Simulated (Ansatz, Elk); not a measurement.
## How far do independent atoms describe AlMoCl3F2?

Structure refinements treat a crystal as free atoms side by side. For a made-up structure of AlMoCl3F2 (cell and positions from a PBEsol relaxation) the runs below show what the calculated density changes in F(hkl).

Main program and level: Elk 11.2.3 (patched build); DFT, PBE, all-electron APW+lo, Dirac cores, scalar-relativistic bands, static density, no spin.

The structure was built from a prototype and need not be the compound's stable phase.

### 1. The structure

Symmetry: Immm, No. 71, orthorhombic system. Conventional cell: a = 4.279 Å, b = 7.612 Å, c = 7.707 Å, α = 90.00°, β = 90.00°, γ = 90.00°. Mo has 2 F at 2.07 Å and 4 Cl at 2.56 Å nearest. Cl has 2 Al at 2.14 Å nearest. Cl has 1 Al at 2.41 Å and 2 Mo at 2.56 Å nearest. Nearest to Al lie 2 F at 1.78 Å and 4 Cl at 2.14 to 2.41 Å. Nearest to F lie 1 Al at 1.78 Å and 1 Mo at 2.07 Å. Farther neighbours and most contacts between anions are not listed.

### 2. Ground state and structure factors

An all-electron density is needed, since X-rays see the cores too. Task 0 finds the density and task 195 Fourier-transforms it; tshift is off so that phases refer to the origin typed.

Contents of elk.in:

```
tasks
  0
  195

xctype
  20

spinpol
  .false.

rgkmax
  7.0

gmaxvr
  14.0

lmaxo
  7

lmaxapw
  8

swidth
  0.002

tshift
  .false.

ramdisk
  .false.

hmaxvr
  5.5

maxscl
  120

epspot
  1e-06

sppath
  './'

avec
  -4.04344344080 7.19184217900 7.28232347305
  4.04344344080 -7.19184217900 7.28232347305
  4.04344344080 7.19184217900 -7.28232347305

atoms
  4
  'Mo.in'
  1
  0.0000000000 0.0000000000 0.0000000000   0.000000 0.000000 0.000000
  'Cl.in'
  3
  0.5000000000 0.0000000000 0.5000000000   0.000000 0.000000 0.000000
  0.1837523004 0.5000000000 0.6837523004   0.000000 0.000000 0.000000
  0.8162476996 0.5000000000 0.3162476996   0.000000 0.000000 0.000000
  'Al.in'
  1
  0.5000000000 0.5000000000 0.0000000000   0.000000 0.000000 0.000000
  'F.in'
  2
  0.7313601099 0.7313601099 0.0000000000   0.000000 0.000000 0.000000
  0.2686398901 0.2686398901 0.0000000000   0.000000 0.000000 0.000000

ngridk
  6 6 6
```

Run with:

```console
> OMP_NUM_THREADS=4 elk
```

Numbers of over 12 decimals in the logs are rounded to 6 here.

What it wrote:

```text
┌─────────────────────────┐
│ Elk code version 11.2.3 │
└─────────────────────────┘

All units are atomic (Hartree, Bohr, etc.)

┌─────────────────────────────────────────────────┐
│ Ground-state run starting from atomic densities │
└─────────────────────────────────────────────────┘

Lattice vectors :
  -4.043443441       7.191842179       7.282323473
   4.043443441      -7.191842179       7.282323473
   4.043443441       7.191842179      -7.282323473

Reciprocal lattice vectors :
 -0.4495310222E-17  0.4368272517      0.4313997676
  0.7769597126      0.3954407898E-17  0.4313997676
  0.7769597126      0.4368272517      0.8679583769E-17

Unit cell volume      :    847.0742469
Brillouin zone volume :   0.2928317256

Muffin-tin inner radius fraction :   0.1000000000E-01

Nuclei treated as point charges

Species : 1 (Mo)
 parameters loaded from : Mo.in
 name : molybdenum
 nuclear charge    :   -42.00000000
 electronic charge :    42.00000000
 atomic mass :    174887.9214
 muffin-tin radius :    2.402142969
 number of radial points in muffin-tin :   1193
 inner part over the whole radius :   0.9993187184E-02
 number on inner part of muffin-tin    :    847
 approximate nuclear radius :   0.8334154960E-04
 number of mesh points to nuclear radius :    422
 atomic positions (lattice), magnetic fields (Cartesian) :
  1 :   0.00000000  0.00000000  0.00000000    0.00000000  0.00000000  0.00000000

Species : 2 (Cl)
 parameters loaded from : Cl.in
 name : chlorine
 nuclear charge    :   -17.00000000
 electronic charge :    17.00000000
 atomic mass :    64626.86550
 muffin-tin radius :    2.200000000
 number of radial points in muffin-tin :    793
 inner part over the whole radius :   0.9992010025E-02
 number on inner part of muffin-tin    :    555
 approximate nuclear radius :   0.6305718926E-04
 number of mesh points to nuclear radius :    253
 atomic positions (lattice), magnetic fields (Cartesian) :
  1 :   0.50000000  0.00000000  0.50000000    0.00000000  0.00000000  0.00000000
  2 :   0.18375230  0.50000000 -0.31624770    0.00000000  0.00000000  0.00000000
  3 :  -0.18375230  0.50000000  0.31624770    0.00000000  0.00000000  0.00000000

Species : 3 (Al)
 parameters loaded from : Al.in
 name : aluminium
 nuclear charge    :   -13.00000000
 electronic charge :    13.00000000
 atomic mass :    49184.33496
 muffin-tin radius :    1.738879119
 number of radial points in muffin-tin :    793
 inner part over the whole radius :   0.9968779637E-02
 number on inner part of muffin-tin    :    549
 approximate nuclear radius :   0.5839653600E-04
 number of mesh points to nuclear radius :    248
 atomic positions (lattice), magnetic fields (Cartesian) :
  1 :   0.50000000  0.50000000  0.00000000    0.00000000  0.00000000  0.00000000

Species : 4 (F)
 parameters loaded from : F.in
 name : fluorine
 nuclear charge    :   -9.000000000
 electronic charge :    9.000000000
 atomic mass :    34631.97045
 muffin-tin radius :    1.460502185
 number of radial points in muffin-tin :    593
 inner part over the whole radius :   0.9934446728E-02
 number on inner part of muffin-tin    :    406
 approximate nuclear radius :   0.5278478738E-04
 number of mesh points to nuclear radius :    178
 atomic positions (lattice), magnetic fields (Cartesian) :
  1 :  -0.26863989 -0.26863989  0.00000000    0.00000000  0.00000000  0.00000000
  2 :   0.26863989  0.26863989  0.00000000    0.00000000  0.00000000  0.00000000

Total number of atoms per unit cell :    7
Total muffin-tin volume :    239.9909139
 ratio of muffin-tin to unit cell volume :   0.2833174480

Spin treatment :
 spin-unpolarised

Number of Bravais lattice symmetries :    8
Number of crystal symmetries         :    8
Crystal has inversion symmetry
Real symmetric eigensolver will be used

k-point grid :      6     6     6
k-point offset :    0.000000000       0.000000000       0.000000000
k-point set is reduced with full crystal symmetry group
Total number of k-points :       46

[...]
electron entropic           :    -0.19436132601180E-02
 total energy                :     -5878.7918910218

Density of states at Fermi energy :    151.8441381
 (states/Hartree/unit cell)

Estimated indirect band gap :   0.1632410843E-02
 from k-point 22 to k-point 30
Estimated direct band gap   :   0.2543945328E-02
 at k-point 22

Charges :
 core                        :    66.00000000
 valence                     :    58.00000000
 interstitial                :    10.62559467
 muffin-tins (core leakage)
  species : 1 (Mo)
[...]
species : 2 (Cl)
[...]
species : 3 (Al)
[...]
species : 4 (F)
[...]
total in muffin-tins        :    113.3744053
 total calculated charge     :    123.9911803
 total charge                :    124.0000000
 error                       :   0.8819737022E-02

RMS change in Kohn-Sham potential (target) :   0.6923188887     (  0.1000000000E-05)
Absolute change in total energy (target)   :   0.5810356311     (  0.1000000000E-03)

[... loops 3 to 14 left out ...]

┌──────────────────┐
│ Loop number : 15 │
└──────────────────┘

Energies :
 Fermi                       :     0.198927
 sum of occupied eigenvalues :     -3427.7139544973
 electron kinetic            :      6033.1791788418
 core electron kinetic       :      5766.2114971367
 Coulomb                     :     -11661.959817593
 Coulomb potential           :     -9139.0006752236
 nuclear-nuclear             :     -682.33409133349
 electron-nuclear            :     -12833.985006822
 Hartree                     :      1854.3592805620
 Madelung                    :     -7092.4594799812
 xc potential                :     -321.89245811543
 exchange                    :     -242.69042450808
 correlation                 :     -5.328183
 electron entropic           :    -0.18818352939070E-02
 total energy                :     -5876.8011281104

Density of states at Fermi energy :    133.1418867
 (states/Hartree/unit cell)

Estimated indirect band gap :   0.4231448328E-02
 from k-point 22 to k-point 30
Estimated direct band gap   :   0.4587461712E-02
 at k-point 30

Charges :
 core                        :    66.00000000
 valence                     :    58.00000000
 interstitial                :    10.67849783
 muffin-tins (core leakage)
  species : 1 (Mo)
[...]
species : 2 (Cl)
[...]
species : 3 (Al)
[...]
species : 4 (F)
[...]
total in muffin-tins        :    113.3215022
 total calculated charge     :    123.9915522
 total charge                :    124.0000000
 error                       :   0.8447840555E-02

RMS change in Kohn-Sham potential (target) :   0.6084707640E-06 (  0.1000000000E-05)
Absolute change in total energy (target)   :   0.4276689015E-04 (  0.1000000000E-03)

Convergence targets achieved

┌──────────────────┐
│ Loop number : 16 │
└──────────────────┘

Energies :
 Fermi                       :     0.198927
 sum of occupied eigenvalues :     -3427.7139556727
 electron kinetic            :      6033.1791799956
 core electron kinetic       :      5766.2114963913
 Coulomb                     :     -11661.959822341
 Coulomb potential           :     -9139.0006766939
 nuclear-nuclear             :     -682.33409133349
 electron-nuclear            :     -12833.985014540
 Hartree                     :      1854.3592835318
 Madelung                    :     -7092.4594839944
 xc potential                :     -321.89245897445
 exchange                    :     -242.69042451152
 correlation                 :     -5.328183
 electron entropic           :    -0.18818361183058E-02
 total energy                :     -5876.8011317276

Density of states at Fermi energy :    133.1419830
 (states/Hartree/unit cell)

Estimated indirect band gap :   0.4231436107E-02
 from k-point 22 to k-point 30
Estimated direct band gap   :   0.4587452884E-02
 at k-point 30

Charges :
 core                        :    66.00000000
 valence                     :    58.00000000
 interstitial                :    10.67849788
 muffin-tins (core leakage)
  species : 1 (Mo)
[...]
species : 2 (Cl)
[...]
species : 3 (Al)
   atom 1                    :    10.51384207     (  0.5119833065E-02)
  species : 4 (F)
   atom 1                    :    7.861125744     ( -0.2161483308E-06)
   atom 2                    :    7.861125744     ( -0.2161483308E-06)
 total in muffin-tins        :    113.3215021
 total calculated charge     :    123.9915522
 total charge                :    124.0000000
 error                       :   0.8447841001E-02

┌──────────────────────────────┐
│ Self-consistent loop stopped │
└──────────────────────────────┘

Warning : core states of species 3 leak from the muffin-tin :   0.5119833065E-02

Wrote STATE.OUT
```

The job ended after 75 s (4 threads of Intel Xeon Platinum 8488C (Sapphire Rapids), shared host; peak memory 0.33 GiB).

SFACRHO.OUT:

```text

h k l indices transformed by vhmat matrix:
   1.000000000       0.000000000       0.000000000    
   0.000000000       1.000000000       0.000000000    
   0.000000000       0.000000000       1.000000000    

      h      k      l  multipl.   |H|            Re(F)            Im(F)           |F|

      0      0      0      1   0.0000000       124.00000      0.19258201E-15   124.00000    
      1      0      0      4  0.61394121       22.663384      0.73471979E-15   22.663384    
      1      1     -1      2  0.86279954       74.954022     -0.66124781E-14   74.954022    
      1     -1      1      2  0.87365450       58.197837     -0.22458030E-14   58.197837    
      1      0     -1      4  0.88869126       10.313569      0.22041594E-14   10.313569    
      1     -1      0      4  0.89133857       37.118487      0.14952458E-15   37.118487    
      0      2     -2      4   1.2278824       25.042031      0.12306556E-13   25.042031    
      1      1      0      8   1.2405271       6.7358101      0.64287982E-14   6.7358101    
      2     -1      0      8   1.2462120       51.950499     -0.36735990E-14   51.950499    
      1      2     -2      4   1.3659319       26.209592     -0.58777583E-14   26.209592    
      2     -1      1      4   1.3796623      -12.408590      0.10286077E-13   12.408590    
     -1     -2      1      4   1.5095093       16.320613     -0.88166375E-14   16.320613    
     -2      2     -1      4   1.5234923       62.789621      0.13990137E-15   62.789621    
     -1      1      1      2   1.5539194       85.812224     -0.63970272E-15   85.812224    
      0     -1     -1      8   1.6708050       18.551629      0.73471979E-15   18.551629    
     -2     -2      2      2   1.7255991       80.330430      0.12490236E-13   80.330430    
      1      2     -3      8   1.7441016       50.139783     -0.22041594E-14   50.139783    
      2     -2      2      2   1.7473090       58.123103     -0.47635893E-14   58.123103
```

Elk indexes on the primitive cell of elk.in and gives |H| = 4π sin θ/λ in inverse bohr. Below, one row stands for each form hkl of the conventional cell (m members, Friedel mates merged), F is for one primitive cell and the density is static (no thermal factor). Free-atom factors are Waasmaier and Kirfel's, and R is Σm||F|−|F'||/Σm|F|.

```csv
hkl,m,sin θ/λ (Å⁻¹),"abs F, DFT",neutral atoms,diff.
011,4,0.092,22.663,22.742,-0.079
002,2,0.130,74.954,75.014,-0.060
020,2,0.131,58.198,58.183,+0.015
101,4,0.134,10.314,10.415,-0.101
110,4,0.134,37.118,37.253,-0.134
022,4,0.185,25.042,25.513,-0.471
112,8,0.187,6.736,7.323,-0.587
121,8,0.187,51.950,51.897,+0.054
013,4,0.205,26.210,26.114,+0.096
031,4,0.207,12.409,11.888,+0.520
103,4,0.227,16.321,16.119,+0.201
130,4,0.229,62.790,62.870,-0.081
200,2,0.234,85.812,85.543,+0.269
211,8,0.251,18.552,18.793,-0.241
```

### 3. The highest occupied states alone

An energy window below the Fermi level keeps the highest occupied states, to see at which angles they scatter; shallow core shells can lie inside it and anion s states outside. No new self-consistency is needed.

Changes to elk.in since step 2:

```diff
@@ -1,3 +1,2 @@
 tasks
-  0
   195
@@ -40,2 +39,5 @@
 
+wsfac
+  -0.352310 0.498930
+
 sppath
```

Run with:

```console
> OMP_NUM_THREADS=4 elk
```

What it wrote:

```text
┌─────────────────────────────────┐
│ Elk code version 11.2.3 started │
└─────────────────────────────────┘

Info(readinput): the functional depends on the density's gradient
 muffin-tin radial points multiplied by    2.00000
 (not where nrmtscf is given)

┌────────────────────┐
│ Current task : 195 │
└────────────────────┘
Info(checkmt): changed muffin-tin radius of species 1 (Mo) from   2.6000 to   2.4021
Info(checkmt): changed muffin-tin radius of species 3 (Al) from   2.2000 to   1.7389
Info(checkmt): changed muffin-tin radius of species 4 (F) from   2.0000 to   1.4605

Info(sfacrho): density structure factors written to SFACRHO.OUT

 Energy window :  -0.3523100000      0.4989300000

┌──────────────────┐
│ Elk code stopped │
└──────────────────┘
```

Elapsed: 12 s, on 4 threads; peak memory 0.2 GiB; 15 s of CPU time.

States within 15 eV below the Fermi level hold 34.00 electrons; any levels below the window count with the cores. Their amplitudes can exceed the total, where window and core parts have opposite phase:

```csv
hkl,sin θ/λ (Å⁻¹),"abs F, window","abs F, all"
011,0.092,0.726,22.663
002,0.130,4.839,74.954
020,0.131,11.085,58.198
101,0.134,1.897,10.314
110,0.134,6.299,37.118
022,0.185,6.134,25.042
112,0.187,9.032,6.736
121,0.187,5.134,51.950
013,0.205,3.215,26.210
031,0.207,4.444,12.409
```

### 4. Another functional

The difference from free atoms is small, so it is set against the change that LDA (Perdew-Wang) makes.

Changes to elk.in since step 3:

```diff
@@ -1,2 +1,3 @@
 tasks
+  0
   195
@@ -4,3 +5,3 @@
 xctype
-  20
+  3
 
@@ -39,5 +40,2 @@
 
-wsfac
-  -0.352310 0.498930
-
 sppath
```

Run with:

```console
> OMP_NUM_THREADS=4 elk
```

What it wrote:

```text
┌─────────────────────────┐
│ Elk code version 11.2.3 │
└─────────────────────────┘

All units are atomic (Hartree, Bohr, etc.)

┌─────────────────────────────────────────────────┐
│ Ground-state run starting from atomic densities │
└─────────────────────────────────────────────────┘

Lattice vectors :
  -4.043443441       7.191842179       7.282323473
   4.043443441      -7.191842179       7.282323473
   4.043443441       7.191842179      -7.282323473

Reciprocal lattice vectors :
 -0.4495310222E-17  0.4368272517      0.4313997676
[...]
species : 2 (Cl)
[...]
species : 3 (Al)
[...]
species : 4 (F)
   atom 1                    :    7.832908545     ( -0.4284719366E-05)
   atom 2                    :    7.832908545     ( -0.4284719366E-05)
 total in muffin-tins        :    113.1648221
 total calculated charge     :    123.9912819
 total charge                :    124.0000000
 error                       :   0.8718100299E-02

┌──────────────────────────────┐
│ Self-consistent loop stopped │
└──────────────────────────────┘

Warning : core states of species 3 leak from the muffin-tin :   0.5431487995E-02

Wrote STATE.OUT
[key lines of the parts left out:]
total energy                :     -5866.7888140558
```

It took 48 s on 4 threads; peak memory 0.26 GiB; 2.7 min of CPU time.

Against the first run R = 0.08 %; the largest change is -0.098 at 200.

### 5. Basis size

The basis and the expansions that go with it are enlarged, to see whether the differences are converged.

Changes to elk.in since step 4:

```diff
@@ -5,3 +5,3 @@
 xctype
-  3
+  20
 
@@ -11,12 +11,12 @@
 rgkmax
-  7.0
+  8.5
 
 gmaxvr
-  14.0
+  18.0
 
 lmaxo
-  7
+  9
 
 lmaxapw
-  8
+  10
```

Run with:

```console
> OMP_NUM_THREADS=4 elk
```

What it wrote:

```text
┌─────────────────────────┐
│ Elk code version 11.2.3 │
└─────────────────────────┘

All units are atomic (Hartree, Bohr, etc.)

┌─────────────────────────────────────────────────┐
│ Ground-state run starting from atomic densities │
└─────────────────────────────────────────────────┘

Lattice vectors :
  -4.043443441       7.191842179       7.282323473
   4.043443441      -7.191842179       7.282323473
   4.043443441       7.191842179      -7.282323473

Reciprocal lattice vectors :
 -0.4495310222E-17  0.4368272517      0.4313997676
[...]
species : 2 (Cl)
[...]
species : 3 (Al)
[...]
species : 4 (F)
   atom 1                    :    7.889955554     ( -0.2160387940E-06)
   atom 2                    :    7.889955554     ( -0.2160387940E-06)
 total in muffin-tins        :    113.3875947
 total calculated charge     :    123.9960659
 total charge                :    124.0000000
 error                       :   0.3934116440E-02

┌──────────────────────────────┐
│ Self-consistent loop stopped │
└──────────────────────────────┘

Warning : core states of species 3 leak from the muffin-tin :   0.5108982422E-02

Wrote STATE.OUT
[key lines of the parts left out:]
total energy                :     -5876.8609952637
```

It took 5 min on 4 threads; peak memory 0.73 GiB.

Against the first run R = 0.04 %; the largest change is +0.041 at 330.

### 6. Settings against the effect

```csv
run,R against the first run (%),"R against neutral atoms, low angle (%)",wall time
"PBE, rgkmax 7",0.00,0.66,75 s
LDA (Perdew-Wang),0.08,0.59,48 s
rgkmax 8.5 with larger expansions,0.04,0.68,5 min
```

### 7. Outcome

| Item | Value |
| --- | --- |
| R against neutral atoms, sin θ/λ < 0.3 Å⁻¹ | 0.66 % |
| R against neutral atoms, 0.3 to 0.60 Å⁻¹ | 0.53 % |

What this shows: Independent neutral atoms miss the calculated amplitudes by R = 0.66 % below 0.3 Å⁻¹ and 0.53 % from there to 0.60 Å⁻¹; by shells, 0.26 % below 0.15 Å⁻¹ (5 forms), 0.72 % 0.15 to 0.3 (21 forms), 0.62 % 0.3 to 0.45 (41 forms), 0.48 % above 0.45 (82 forms). Bonding, aspherical density and the tables' own atoms all enter these figures, and the runs don't part them. The largest change of an amplitude is -0.59 electrons, at 112. The window's part falls from 34.0 electrons at the origin to at most 2.13 between 0.45 and 0.60 Å⁻¹, where compact states inside the window still scatter. Below 0.3 Å⁻¹ the changes that finished (LDA (Perdew-Wang) and rgkmax 8.5 with larger expansions) move F by R = 0.10 % at most, against the 0.66 % that separates it from free atoms. The k-mesh has no finished test. These runs have no spin, though d or f shells may be open. Part of the difference isn't bonding: the tables are fits to free atoms and ions calculated by other methods than this functional. Thermal motion, anomalous dispersion and extinction are left out.

[Logs are printed without paths, hosts, clocks, repeated set-up lines and the standing remarks that a program may print on its own settings, such as how far it seeks lower states.]

[Hosts, paths, dates, database ids (printed as entryN), source tags and the programs' standing remarks are cut or masked in the printed files.]
